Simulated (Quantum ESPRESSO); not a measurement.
**MnS (Browneite): one coupling from two orders, and a test**

Can a spin model with one coupling foretell the energy of a further order of MnS (Browneite)?

Main program and level: Quantum ESPRESSO 7.5; PBEsol with U = 4 eV on Mn d (ortho-atomic projectors); plane waves with GBRV 1.5 PBEsol potentials, no spin-orbit coupling.

## Step 1: Starting point

Symmetry: F-43m, No. 216, cubic system. The conventional cell has a = 5.600 Å, b = 5.600 Å, c = 5.600 Å, α = 90.00°, β = 90.00°, γ = 90.00°. Mn has 4 S at 2.42 Å nearest. S has 4 Mn at 2.42 Å nearest. Farther neighbours and most contacts between anions are not listed.

As a file:

```cif
data_structure
_symmetry_space_group_name_H-M 'F-43m'
_symmetry_Int_Tables_number 216
_cell_length_a 5.6000
_cell_length_b 5.6000
_cell_length_c 5.6000
_cell_angle_alpha 90.000
_cell_angle_beta 90.000
_cell_angle_gamma 90.000
_cell_volume 175.62
loop_
_atom_site_label
_atom_site_type_symbol
_atom_site_symmetry_multiplicity
_atom_site_Wyckoff_symbol
_atom_site_fract_x
_atom_site_fract_y
_atom_site_fract_z
_atom_site_occupancy
Mn1 Mn 4 a 0.00000 0.00000 0.00000 1
S1 S 4 d 0.25000 0.25000 0.75000 1
```

The cell comes from the Crystallography Open Database.

## Step 2: The parallel order

All energies count from this run.

Contents of pw.in:

```
&CONTROL
  calculation = 'scf'
  prefix = 'pwscf'
  outdir = './tmp'
  pseudo_dir = './pseudo'
  disk_io = 'nowf'
/
&SYSTEM
  ibrav = 0
  nat = 2
  ntyp = 2
  ecutwfc = 40
  ecutrho = 280
  nbnd = 19
  occupations = 'smearing'
  smearing = 'fd'
  degauss = 0.00367493
  nspin = 2
  starting_magnetization(1) = 0.3
  starting_magnetization(2) = 0
/
&ELECTRONS
  conv_thr = 4d-09
  electron_maxstep = 150
  mixing_beta = 0.3
/
ATOMIC_SPECIES
Mn     54.9380 mn_pbesol_v1.5.uspp.F.UPF
S      32.0600 s_pbesol_v1.4.uspp.F.UPF
CELL_PARAMETERS angstrom
   0.0000000000    2.8000000000    2.8000000000
   2.8000000000    0.0000000000    2.8000000000
   2.8000000000    2.8000000000    0.0000000000
ATOMIC_POSITIONS crystal
Mn      0.0000000000    0.0000000000    0.0000000000
S       0.2500000000    0.2500000000    0.2500000000
K_POINTS automatic
6 6 6 0 0 0
HUBBARD {ortho-atomic}
U Mn-3d 4.0000
```

On the command line:

```
> OMP_NUM_THREADS=1 mpirun -n 4 pw.x -nk 4 -in pw.in > pw.out
```

Log:

```text
Program PWSCF v.7.5 starts
     [... lines left out ...]
     number of atoms/cell      =            2
     [... lines left out ...]
     number of electrons       =        21.00
     number of Kohn-Sham states=           19
     kinetic-energy cutoff     =      40.0000  Ry
     charge density cutoff     =     280.0000  Ry
     scf convergence threshold =      4.0E-09
     [... lines left out ...]
     24 Sym. Ops. (no inversion) found
     [... lines left out ...]
     number of k points=    16  Fermi-Dirac smearing, width (Ry)=  0.0037
     [... lines left out ...]
     iteration # 11     ecut=    40.00 Ry     beta= 0.30
     [... lines left out ...]
     Magnetic moment per site  (integrated on atomic sphere of radius R)
     atom   1 (R=0.253)  charge= 12.9036  magn=  4.3556
     atom   2 (R=0.253)  charge=  4.2303  magn=  0.0455
     [... lines left out ...]
     Tr[ns(  1)] (up, down, total) =   4.95574  0.26355  5.21929
     [... lines left out ...]
     the Fermi energy is     7.6490 ev
!    total energy              =    -235.08950341 Ry
     estimated scf accuracy    <          2.5E-10 Ry
     smearing contrib. (-TS)   =      -0.00000001 Ry
     [... lines left out ...]
     total magnetization       =     5.00 Bohr mag/cell
     absolute magnetization    =     5.00 Bohr mag/cell
     convergence has been achieved in  11 iterations
   JOB DONE.
```

The job ended after 5.5 s (4 MPI ranks of Intel Xeon Platinum 8488C (Sapphire Rapids), shared host; peak memory 0.36 GiB; 21 s of CPU time).

Spin moment in the atom's sphere by atom:

```
atom  spin moment in the atom's sphere (μB)
 Mn1                                   4.36
  S2                                   0.05
```

Numbers from this step:

| Quantity | Value |
| --- | --- |
| smearing term TS | 1.92e-7 eV |
| magnetization | 5 μB |
| absolute magnetization | 5 μB |
| final state | ferromagnetic |

## Step 3: The orders used for the fit

The other orders were run with the same settings, on meshes that hold the same points. Free energies are divided by the number of Mn atoms; q is in fractions of the reciprocal vectors of the first run's cell.

```csv
order,atoms,mesh,free energy (eV),eV per Mn,largest moment (μB)
F +,2,6×6×6,-3198.5556,-3198.5556,4.36
"AF q=(0,1/2,1/2) +-",4,6×3×6,-6397.3119,-3198.6559,4.28
```

## Step 4: Counting neighbours

With E = −Σ J e_i·e_j over ordered pairs of unit vectors, turning a neighbour from parallel to opposed costs 2J a Mn atom. So an order lies 2 Σ n J over the parallel one, n being the opposed neighbours in each shell.

| shell | distance (Å) | neighbours | opposed in AF q=(0,1/2,1/2) +- | opposed in AF q=(0,0,1/2) +- |
| --- | --- | --- | --- | --- |
| J1 | 3.96 | 12 | 8 | 6 |
| J2 | 5.60 | 6 | 0 | 6 |

Only J1 is kept, as an effective coupling that takes up all reversed shells.

## Step 5: Solving

```
2 × 8 × J1 = -100.3 meV    (AF q=(0,1/2,1/2) +-)
J1 = -6.27 meV
```

## Step 6: The test

The couplings now give the orders that were left out:

```
2 × 6 × (-6.27) = -75.2 meV    (AF q=(0,0,1/2) +-)
```

The runs themselves:

| order | atoms | mesh | free energy (eV) | eV per Mn | largest moment (μB) | over the parallel order (meV) | foretold (meV) |
| --- | --- | --- | --- | --- | --- | --- | --- |
| AF q=(0,0,1/2) +- | 4 | 6×6×3 | -6397.2659 | -3198.6329 | 4.30 | -77.3 | -75.2 |

## Step 7: Summary of results

```json
{
  "effective J1 (Mn–Mn at 3.96 Å)": "-6.27 meV",
  "largest miss on the orders left out": "2.1 meV"
}
```

The model misses the order left out by 2.1 meV, 2.1 % of the largest energy difference, so it holds on this test. The largest moment changes by 1.6 % between the orders. Shells that were dropped are folded into the couplings or show in the miss.

[Logs and program files are shortened in this print: banners, set-up blocks, solver, clock and traceback lines can be left out without a mark of their own.]

[Logs are printed without paths, hosts, clocks, repeated set-up lines and the standing remarks that a program may print on its own settings, such as how far it seeks lower states.]

[Hosts, paths, dates, database ids (printed as entryN), source tags and the programs' standing remarks are cut or masked in the printed files.]

[Where a cell is said to come from a database of computed structures, the database is the Materials Project.]
